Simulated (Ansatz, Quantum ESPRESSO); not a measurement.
# TlBi2 (P6/mmm): zone-centre phonons, part 2 of 3

Aim: the zone-centre modes of TlBi2 (P6/mmm).

Quantum ESPRESSO 7.5; DFT LDA, scalar-relativistic, plane waves, JTH PAW pseudopotentials.

So far. Step 2 (A probe with smearing): No gap opens on this mesh, so smearing is kept; the start stands at -3.3 GPa. The relaxed cell has a = 5.596, c = 3.262 Å (conventional setting).

### Step 5. Ground state

The response is built on this ground state, so it is converged far tighter than an energy would need. Smearing stays on, as the first look found no gap above 0.3 eV.

Input file scf.in:

```
&control
   calculation = 'scf'
   prefix = 'x'
   outdir = './tmp'
   pseudo_dir = './pseudo'
   tprnfor = .true.
   tstress = .true.
/
&system
   ibrav = 0
   nat = 3
   ntyp = 2
   ecutwfc = 40.0
   ecutrho = 200.0
   occupations = 'smearing'
   smearing = 'mv'
   degauss = 0.02
/
&electrons
   conv_thr = 1.0d-12
   mixing_beta = 0.7
   electron_maxstep = 100
/
ATOMIC_SPECIES
 Tl    204.3800  Tl.upf
 Bi    208.9804  Bi.upf
CELL_PARAMETERS angstrom
     5.595560447    0.000000000    0.000000000
    -2.797780224    4.845897495    0.000000000
     0.000000000    0.000000000    3.262018187
ATOMIC_POSITIONS crystal
 Tl     0.000000000   0.000000000   0.000000000
 Bi     0.666666667   0.333333333   0.500000000
 Bi     0.333333333   0.666666667   0.500000000
K_POINTS automatic
 10 10 12 0 0 0
```

On the command line:

```sh
> OMP_NUM_THREADS=1 mpirun -n 4 pw.x -nk 4 -in scf.in > scf.out
```

Output:

```text
[banners, grids, parts of the stress and lines that vanish by symmetry left out]
[banner, memory and clock lines left out]
Program PWSCF v.7.5

[...]
kinetic-energy cutoff     =      40.0000  Ry
     charge density cutoff     =     200.0000  Ry
     scf convergence threshold =      1.0E-12
[...]
Exchange-correlation= SLA PW NOGX NOGC
                           (   1   4   0   0   0   0   0)
[...]
24 Sym. Ops., with inversion, found
[...]
number of k points=    98  Marzari-Vanderbilt smearing, width (Ry)=  0.0200
[...]
End of self-consistent calculation
[...]
the Fermi energy is    11.1219 ev
!    total energy              =   -2582.09309959 Ry
[...]
convergence has been achieved in   9 iterations
[...]
atom    1 type  1   force =     0.00000000    0.00000000   -0.00000000
     atom    2 type  2   force =     0.00000000    0.00000000    0.00000000
     atom    3 type  2   force =    -0.00000000   -0.00000000    0.00000000
     Total force =     0.000000     Total SCF correction =     0.000000
[...]
total   stress  (Ry/bohr**3)                   (kbar)     P=       -1.82
[...]
XML data file, charge density, pseudopotentials, collected wavefunctions
```

It took 52 s on 4 MPI ranks of Arm Neoverse V1, shared host.

This step gave:

| Quantity | Value |
| --- | --- |
| pressure | -0.1817 GPa |

The cell stands at -0.18 GPa, close enough for phonons.

### Step 6. Linear response at Γ

At q = 0 one unit cell holds all displacements; symmetry groups them into irreducible representations that are solved one by one. With smeared occupations no response to a homogeneous field can be asked.

Input file ph.in:

```
phonons
&inputph
   prefix = 'x'
   outdir = './tmp'
   fildyn = 'g.dyn'
   tr2_ph = 1.0d-18
   alpha_mix(1) = 0.4
   nmix_ph = 8
/
0.000000000000 0.000000000000 0.000000000000
```

On the command line:

```sh
> OMP_NUM_THREADS=1 mpirun -n 4 ph.x -nk 4 -in ph.in > ph.out
```

Output:

```text
[banners, grids, parts of the stress and lines that vanish by symmetry left out]
[banner, memory and clock lines left out]
Program PHONON v.7.5

     ./tmp/x.save/

     file Tl.upf: wavefunction(s)  0S 6P 0P 5D 0D renormalized
     file Bi.upf: wavefunction(s)  6S 0S 6P 0P 5D 0D renormalized

     IMPORTANT: XC functional enforced from input :
     Exchange-correlation= PW
                           (   1   4   0   0   0   0   0)
     Any further DFT definition will be discarded
     Please, verify this is what you really want

     G-vector sticks info

     Reading collected, re-writing distributed wavefunctions in ./tmp/

     Number and degeneracy of irreps per q-point
       N         xq(1)         xq(2)         xq(3)   N irreps
       1   0.000000000   0.000000000   0.000000000       6
        1   2   1   1   2   2

     Calculation of q =    0.0000000   0.0000000   0.0000000

     phonons

     bravais-lattice index     =            0
     lattice parameter (alat)  =      10.5741  a.u.
     unit-cell volume          =     596.8989 (a.u.)^3
     number of atoms/cell      =            3
     number of atomic types    =            2
     kinetic-energy cut-off    =      40.0000  Ry
     charge density cut-off    =     200.0000  Ry
     convergence threshold     =      1.0E-18
     beta                      =       0.4000
     number of iterations used =            8
     Exchange-correlation= PW
                           (   1   4   0   0   0   0   0)

     celldm(1)=   10.57408  celldm(2)=    0.00000  celldm(3)=    0.00000
     celldm(4)=    0.00000  celldm(5)=    0.00000  celldm(6)=    0.00000

     crystal axes: (cart. coord. in units of alat)
               a(1) = (  1.0000  0.0000  0.0000 )
               a(2) = ( -0.5000  0.8660  0.0000 )
               a(3) = (  0.0000  0.0000  0.5830 )

     reciprocal axes: (cart. coord. in units 2 pi/alat)
               b(1) = (  1.0000  0.5774 -0.0000 )
               b(2) = (  0.0000  1.1547  0.0000 )
               b(3) = (  0.0000 -0.0000  1.7154 )

     Atoms inside the unit cell:

     Cartesian axes

     site n.  atom      mass           positions (alat units)
        1  Tl    204.3800   tau(    1) = (    0.00000    0.00000    0.00000  )
        2  Bi    208.9804   tau(    2) = (    0.50000    0.28868    0.29148  )
        3  Bi    208.9804   tau(    3) = (   -0.00000    0.57735    0.29148  )

     Computing dynamical matrix for
                    q = (   0.0000000   0.0000000   0.0000000 )

     25 Sym.Ops. (with q -> -q+G )

     G cutoff =  566.4416  (  28581 G-vectors)     FFT grid: ( 48, 48, 27)
     G cutoff =  453.1533  (  20485 G-vectors)  smooth grid: ( 45, 45, 25)

     number of k points=    98  Marzari-Vanderbilt smearing, width (Ry)=  0.0200
                       cart. coord. in units 2pi/alat
        k(    1) = (   0.0000000   0.0000000   0.0000000), wk =   0.0016667
        k(    2) = (   0.0000000   0.0000000   0.1429473), wk =   0.0033333
        k(    3) = (   0.0000000   0.0000000   0.2858946), wk =   0.0033333
        [... further k-points left out ...]

     PseudoPot. # 1 for Tl read from file:
     ./pseudo/Tl.upf
     Pseudo is Projector augmented-wave + core cor, Zval = 13.0
     Shape of augmentation charge: BESSEL
     Using radial grid of 1129 points,  6 beta functions with:
                l(1) =   0
                l(2) =   0
                l(3) =   1
                l(4) =   1
                l(5) =   2
                l(6) =   2
     Q(r) pseudized with 0 coefficients

     PseudoPot. # 2 for Bi read from file:
     ./pseudo/Bi.upf
     Pseudo is Projector augmented-wave + core cor, Zval = 15.0
     Shape of augmentation charge: BESSEL
     Using radial grid of 1131 points,  6 beta functions with:
                l(1) =   0
                l(2) =   0
                l(3) =   1
                l(4) =   1
                l(5) =   2
                l(6) =   2
     Q(r) pseudized with 0 coefficients

     Mode symmetry, D_6h(6/mmm) point group:

     Atomic displacements:
     There are    6 irreducible representations

     Representation     1      1 modes -  To be done

     Representation     2      2 modes -  To be done

     Representation     3      1 modes -  To be done

     Representation     4      1 modes -  To be done

     Representation     5      2 modes -  To be done

     Representation     6      2 modes -  To be done

     Alpha used in Ewald sum =   1.8000

     Representation #   1 mode #   1

     Self-consistent Calculation
      iter #   1   av.it.:   8.8
      thresh= 1.000E-02 alpha_mix =  0.400 |ddv_scf|^2 =  6.238E-06
      iter #   2   av.it.:  14.3
      thresh= 2.498E-04 alpha_mix =  0.400 |ddv_scf|^2 =  9.115E-07
      iter #   3   av.it.:  15.9
      thresh= 9.547E-05 alpha_mix =  0.400 |ddv_scf|^2 =  5.306E-09
      iter #   4   av.it.:  16.4
      thresh= 7.284E-06 alpha_mix =  0.400 |ddv_scf|^2 =  1.890E-11
      iter #   5   av.it.:  16.6
      thresh= 4.348E-07 alpha_mix =  0.400 |ddv_scf|^2 =  4.556E-12
      iter #   6   av.it.:  15.6
      thresh= 2.134E-07 alpha_mix =  0.400 |ddv_scf|^2 =  4.354E-15
      iter #   7   av.it.:  15.5
      thresh= 6.599E-09 alpha_mix =  0.400 |ddv_scf|^2 =  6.078E-16
      iter #   8   av.it.:  15.2
      thresh= 2.465E-09 alpha_mix =  0.400 |ddv_scf|^2 =  1.406E-18
      iter #   9   av.it.:  16.1
      thresh= 1.186E-10 alpha_mix =  0.400 |ddv_scf|^2 =  1.043E-20

     End of self-consistent calculation

     Convergence has been achieved

     Representation #   2 modes #   2   3

     Self-consistent Calculation
      iter #   1   av.it.:  10.5
      thresh= 1.000E-02 alpha_mix =  0.400 |ddv_scf|^2 =  1.413E-05
      iter #   2   av.it.:  17.4
      thresh= 3.759E-04 alpha_mix =  0.400 |ddv_scf|^2 =  8.291E-08
      iter #   3   av.it.:  18.1
      thresh= 2.879E-05 alpha_mix =  0.400 |ddv_scf|^2 =  2.026E-08
      iter #   4   av.it.:  19.7
      thresh= 1.423E-05 alpha_mix =  0.400 |ddv_scf|^2 =  1.487E-10
      iter #   5   av.it.:  20.6
      thresh= 1.219E-06 alpha_mix =  0.400 |ddv_scf|^2 =  9.987E-13
[...]
End of self-consistent calculation

     Convergence has been achieved

     Representation #   3 mode #   4

     Self-consistent Calculation
[...]
End of self-consistent calculation

     Convergence has been achieved

     Representation #   4 mode #   5

     Self-consistent Calculation
[...]
End of self-consistent calculation

     Convergence has been achieved

     Representation #   5 modes #   6   7

     Self-consistent Calculation
[...]
End of self-consistent calculation

     Convergence has been achieved

     Representation #   6 modes #   8   9

     Self-consistent Calculation
[...]
iter #   4   av.it.:  18.6
      thresh= 1.590E-05 alpha_mix =  0.400 |ddv_scf|^2 =  6.110E-09
      iter #   5   av.it.:  17.5
      thresh= 7.816E-06 alpha_mix =  0.400 |ddv_scf|^2 =  9.708E-11
      iter #   6   av.it.:  19.5
      thresh= 9.853E-07 alpha_mix =  0.400 |ddv_scf|^2 =  1.778E-12
      iter #   7   av.it.:  19.6
      thresh= 1.333E-07 alpha_mix =  0.400 |ddv_scf|^2 =  2.194E-13
      iter #   8   av.it.:  19.8
      thresh= 4.684E-08 alpha_mix =  0.400 |ddv_scf|^2 =  1.460E-15
      iter #   9   av.it.:  19.4
      thresh= 3.821E-09 alpha_mix =  0.400 |ddv_scf|^2 =  1.427E-17
      iter #  10   av.it.:  19.0
      thresh= 3.778E-10 alpha_mix =  0.400 |ddv_scf|^2 =  2.070E-19

     End of self-consistent calculation

     Convergence has been achieved

     Number of q in the star =    1
     List of q in the star:
          1   0.000000000   0.000000000   0.000000000

     Diagonalizing the dynamical matrix

     q = (    0.000000000   0.000000000   0.000000000 )

 **************************************************************************
     freq (    1) =       0.017732 [THz] =       0.591491 [cm-1]
     freq (    2) =       0.017732 [THz] =       0.591491 [cm-1]
     freq (    3) =       0.025997 [THz] =       0.867168 [cm-1]
     freq (    4) =       0.793181 [THz] =      26.457655 [cm-1]
     freq (    5) =       0.910974 [THz] =      30.386825 [cm-1]
     freq (    6) =       1.679165 [THz] =      56.010903 [cm-1]
     freq (    7) =       1.679165 [THz] =      56.010903 [cm-1]
     freq (    8) =       2.454761 [THz] =      81.882028 [cm-1]
     freq (    9) =       2.454761 [THz] =      81.882028 [cm-1]
 **************************************************************************

     Mode symmetry, D_6h(6/mmm) point group:

     freq (   1-   2) =          0.6  [cm-1]   --> E_1u            I
     freq (   3-   3) =          0.9  [cm-1]   --> A_2u            I
     freq (   4-   4) =         26.5  [cm-1]   --> B_1g
     freq (   5-   5) =         30.4  [cm-1]   --> A_2u            I
     freq (   6-   7) =         56.0  [cm-1]   --> E_1u            I
     freq (   8-   9) =         81.9  [cm-1]   --> E_2g            R
```

Elapsed: 22 min, on 4 MPI ranks.

This step gave:

```
largest acoustic frequency at the zone centre before the sum rule : 0.87 cm⁻¹
highest optical zone-centre mode (no LO-TO term)                  : 81.88 cm⁻¹
lowest optical zone-centre mode                                   : 26.46 cm⁻¹
```

The acoustic modes at Γ come out as far as 0.9 cm⁻¹ from zero, where they should vanish, a small numerical error.

### Step 7. Modes with the sum rule

A rigid shift of the crystal must cost nothing, but grids and finite bases break this; the acoustic sum rule is imposed before the matrix is diagonalised again.

Input file dynmat.in:

```
&input
   fildyn = 'g.dyn'
   asr = 'crystal'
   fileig = 'dynmat.eig'
/
```

On the command line:

```sh
> dynmat.x -in dynmat.in > dynmat.out
```

Output:

```text
[banner, memory and clock lines left out]
Program DYNMAT v.7.5

     Reading Dynamical Matrix from file g.dyn
     ...Force constants read
     ...epsilon and Z* not read (not found on file)
     Acoustic Sum Rule: || Z*(ASR) - Z*(orig)|| =    0.000000E+00
     Acoustic Sum Rule: ||dyn(ASR) - dyn(orig)||=    3.640029E-05
     A direction for q was not specified:TO-LO splitting will be absent

     Polarizability (A^3 units)
     multiply by 1.000000 for Clausius-Mossotti correction
         0.000000    0.000000    0.000000
         0.000000    0.000000    0.000000
         0.000000    0.000000    0.000000

     IR activities are in (D/A)^2/amu units

# mode   [cm-1]    [THz]      IR
    1     -0.00   -0.0000    0.0000
    2      0.00    0.0000    0.0000
    3      0.00    0.0000    0.0000
    4     26.46    0.7932    0.0000
    5     30.39    0.9110    0.0000
    6     56.01    1.6792    0.0000
    7     56.01    1.6792    0.0000
    8     81.88    2.4548    0.0000
    9     81.88    2.4548    0.0000

[end of the log left out, with the tail of the file of modes that dynmat.x writes under the same name]
```

Run time: 0.46 s. Hardware: 1 thread.

Unit eigenvectors of the mass-weighted matrix after the sum rule; no LO-TO term. Modes at Γ, with each element's share of the kinetic energy:

| mode | frequency (cm⁻¹) | symmetry | Tl % | Bi % |
| --- | --- | --- | --- | --- |
| 1 | 0.0 | acoustic | 33 | 67 |
| 2 | 0.0 | acoustic | 33 | 67 |
| 3 | 0.0 | acoustic | 33 | 67 |
| 4 | 26.5 | B1g | 0 | 100 |
| 5 | 30.4 | A2u | 67 | 33 |
| 6 | 56.0 | E1u | 67 | 33 |
| 7 | 56.0 | E1u | 67 | 33 |
| 8 | 81.9 | E2g | 0 | 100 |
| 9 | 81.9 | E2g | 0 | 100 |

Displacements in mode 4 (26.5 cm⁻¹), the largest set to 1:
```
Tl1  0.00  0.00  0.00
Bi2  0.00  0.00  1.00
Bi3  0.00  0.00 -1.00
```

Displacements in mode 5 (30.4 cm⁻¹), the largest set to 1:
```
Tl1  0.00  0.00  1.00
Bi2  0.00  0.00 -0.49
Bi3  0.00  0.00 -0.49
```

The rule moves no optical mode by more than 0.1 cm⁻¹.

### Step 8. Sum rules set otherwise (asr simple)

The rule can be imposed in more than one way; the choices should agree where the raw error is small.

Input file dynmat.in:

```
&input
   fildyn = 'g.dyn'
   asr = 'simple'
   fileig = 'dynmat.eig'
/
```

On the command line:

```sh
> dynmat.x -in dynmat.in > dynmat.out
```

Output:

```text
[banner, memory and clock lines left out]
Program DYNMAT v.7.5

     Reading Dynamical Matrix from file g.dyn
     ...Force constants read
     ...epsilon and Z* not read (not found on file)
     A direction for q was not specified:TO-LO splitting will be absent

     Polarizability (A^3 units)
     multiply by 1.000000 for Clausius-Mossotti correction
         0.000000    0.000000    0.000000
         0.000000    0.000000    0.000000
         0.000000    0.000000    0.000000

     IR activities are in (D/A)^2/amu units

# mode   [cm-1]    [THz]      IR
    1     -0.00   -0.0000    0.0000
    2      0.00    0.0000    0.0000
    3      0.00    0.0000    0.0000
    4     26.43    0.7923    0.0000
    5     30.39    0.9110    0.0000
    6     56.01    1.6792    0.0000
    7     56.01    1.6792    0.0000
    8     81.88    2.4546    0.0000
    9     81.88    2.4546    0.0000

cm-1]
[end of the log left out, with the tail of the file of modes that dynmat.x writes under the same name]
```

Elapsed: 0.46 s, on 1 thread.

This step gave:

```
lowest optical zone-centre mode : 26.43 cm⁻¹
```

Zone-centre frequencies as printed; negative means imaginary. Modes:

| mode | frequency (cm⁻¹) |
| --- | --- |
| 1 | 0 |
| 2 | 0 |
| 3 | 0 |
| 4 | 26.43 |
| 5 | 30.39 |
| 6 | 56.01 |
| 7 | 56.01 |
| 8 | 81.88 |
| 9 | 81.88 |

Against the first rule no mode moves by more than 0.1 cm⁻¹.

### Step 9. Sum rules set otherwise (asr no)

Without the rule the raw error of the acoustic modes shows.

Input file dynmat.in:

```
&input
   fildyn = 'g.dyn'
   asr = 'no'
   fileig = 'dynmat.eig'
/
```

On the command line:

```sh
> dynmat.x -in dynmat.in > dynmat.out
```

Output:

```text
[banner, memory and clock lines left out]
Program DYNMAT v.7.5

     Reading Dynamical Matrix from file g.dyn
     ...Force constants read
     ...epsilon and Z* not read (not found on file)
     A direction for q was not specified:TO-LO splitting will be absent

     Polarizability (A^3 units)
     multiply by 1.000000 for Clausius-Mossotti correction
         0.000000    0.000000    0.000000
         0.000000    0.000000    0.000000
         0.000000    0.000000    0.000000

     IR activities are in (D/A)^2/amu units

# mode   [cm-1]    [THz]      IR
    1      0.59    0.0177    0.0000
    2      0.59    0.0177    0.0000
    3      0.87    0.0260    0.0000
    4     26.46    0.7932    0.0000
    5     30.39    0.9110    0.0000
    6     56.01    1.6792    0.0000
    7     56.01    1.6792    0.0000
    8     81.88    2.4548    0.0000
    9     81.88    2.4548    0.0000

cm-1]
[end of the log left out, with the tail of the file of modes that dynmat.x writes under the same name]
```

Run time: 0.46 s. Hardware: 1 thread.

Read from the output:

```yaml
lowest_optical_zone_centre_mode: 26.46 cm⁻¹
```

Zone-centre frequencies as printed; negative means imaginary. Modes:

| mode | frequency (cm⁻¹) |
| --- | --- |
| 1 | 0.59 |
| 2 | 0.59 |
| 3 | 0.87 |
| 4 | 26.46 |
| 5 | 30.39 |
| 6 | 56.01 |
| 7 | 56.01 |
| 8 | 81.88 |
| 9 | 81.88 |

Against the first rule no mode moves by more than 0.9 cm⁻¹.

(Continued in part 3 of 3.)

[Host names and launcher messages were left out of these logs when they were recorded.]

[Logs are printed without paths, hosts, clocks, repeated set-up lines and the standing remarks that a program may print on its own settings, such as how far it seeks lower states.]

[Hosts, paths, dates, database ids (printed as entryN), source tags and the programs' standing remarks are cut or masked in the printed files.]
